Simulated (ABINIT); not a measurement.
Planning a run of ABINIT 10.8.3 on KF (Carobbiite). The input:

```
acell 3*1.0 Angstrom
rprim 
  -0.000000000000 2.671850000000 2.671850000000
  2.671850000000 -0.000000000000 2.671850000000
  2.671850000000 2.671850000000 0.000000000000
ntypat 2
znucl 19 9
natom 2
typat 1 2
xred 
  0.000000000000 0.000000000000 0.000000000000
  0.500000000000 0.500000000000 0.500000000000
pp_dirpath "pseudos"
pseudos "K.upf, F.upf"
ecut 36
iscf -2
irdden 1
kptopt 0
nkpt 50
kpt 
  0.00000000 0.00000000 0.00000000
  0.06250000 0.00000000 0.06250000
  0.12500000 0.00000000 0.12500000
  0.18750000 0.00000000 0.18750000
  0.25000000 0.00000000 0.25000000
  0.31250000 0.00000000 0.31250000
  0.37500000 0.00000000 0.37500000
  0.43750000 0.00000000 0.43750000
  0.50000000 0.00000000 0.50000000
  0.51562500 0.03125000 0.51562500
  0.53125000 0.06250000 0.53125000
  0.54687500 0.09375000 0.54687500
  0.56250000 0.12500000 0.56250000
  0.57812500 0.15625000 0.57812500
  0.59375000 0.18750000 0.59375000
  0.60937500 0.21875000 0.60937500
  0.62500000 0.25000000 0.62500000
  0.37500000 0.37500000 0.75000000
  0.32812500 0.32812500 0.65625000
  0.28125000 0.28125000 0.56250000
  0.23437500 0.23437500 0.46875000
  0.18750000 0.18750000 0.37500000
  0.14062500 0.14062500 0.28125000
  0.09375000 0.09375000 0.18750000
  0.04687500 0.04687500 0.09375000
  0.00000000 0.00000000 0.00000000
  0.06250000 0.06250000 0.06250000
  0.12500000 0.12500000 0.12500000
  0.18750000 0.18750000 0.18750000
  0.25000000 0.25000000 0.25000000
  0.31250000 0.31250000 0.31250000
  0.37500000 0.37500000 0.37500000
  0.43750000 0.43750000 0.43750000
  0.50000000 0.50000000 0.50000000
  0.50000000 0.46875000 0.53125000
  0.50000000 0.43750000 0.56250000
  0.50000000 0.40625000 0.59375000
  0.50000000 0.37500000 0.62500000
  0.50000000 0.34375000 0.65625000
  0.50000000 0.31250000 0.68750000
  0.50000000 0.28125000 0.71875000
  0.50000000 0.25000000 0.75000000
  0.50000000 0.21875000 0.71875000
  0.50000000 0.18750000 0.68750000
  0.50000000 0.15625000 0.65625000
  0.50000000 0.12500000 0.62500000
  0.50000000 0.09375000 0.59375000
  0.50000000 0.06250000 0.56250000
  0.50000000 0.03125000 0.53125000
  0.50000000 0.00000000 0.50000000
istwfk *1
nband 15
nbdbuf 2
tolwfr 1e-08
nstep 40
prtwf 0
prtvol 0
indata_prefix "in"
outdata_prefix "out"
tmpdata_prefix "tmp"
```

```sh
OMP_NUM_THREADS=1 mpirun -n 4 abinit run.abi > log
```

Q: Estimate wall time and host memory on 4 MPI ranks of Arm Neoverse N1, shared host.

It took 16 s; on shared hardware allow 8 s to 32 s. Peak host memory was 0.27 GiB.

[Long decimals in the printed logs are rounded to 6 places.]

[Logs are printed without paths, hosts, clocks, repeated set-up lines and the standing remarks that a program may print on its own settings, such as how far it seeks lower states.]

[Paths, hosts, dates, memory and timing lines, banners, echoed tables and standing remarks are left out of the program output; an Ansatz launch command may be rebuilt from the run's recorded settings. Measured values are a selection of at most five: reports struck by readers or far from the other reports are left out. None is set beside runs whose start may be inverted or whose files or cutoffs have a known fault.]

[Runs of the session that timed out or met a known fault of the program may be left out.]

[Hosts, paths, dates, database ids (printed as entryN), source tags and the programs' standing remarks are cut or masked in the printed files.]

[G0W0 gaps are taken among the corrected bands and points alone; a level outside them can change the order at an edge.]

[Where Ansatz stands beside ABINIT at settings called matched, ABINIT's density can come from a denser mesh and the files from another edition; pairs whose starting gaps differed by over 0.03 eV were left out, so agreement reads better than it is.]
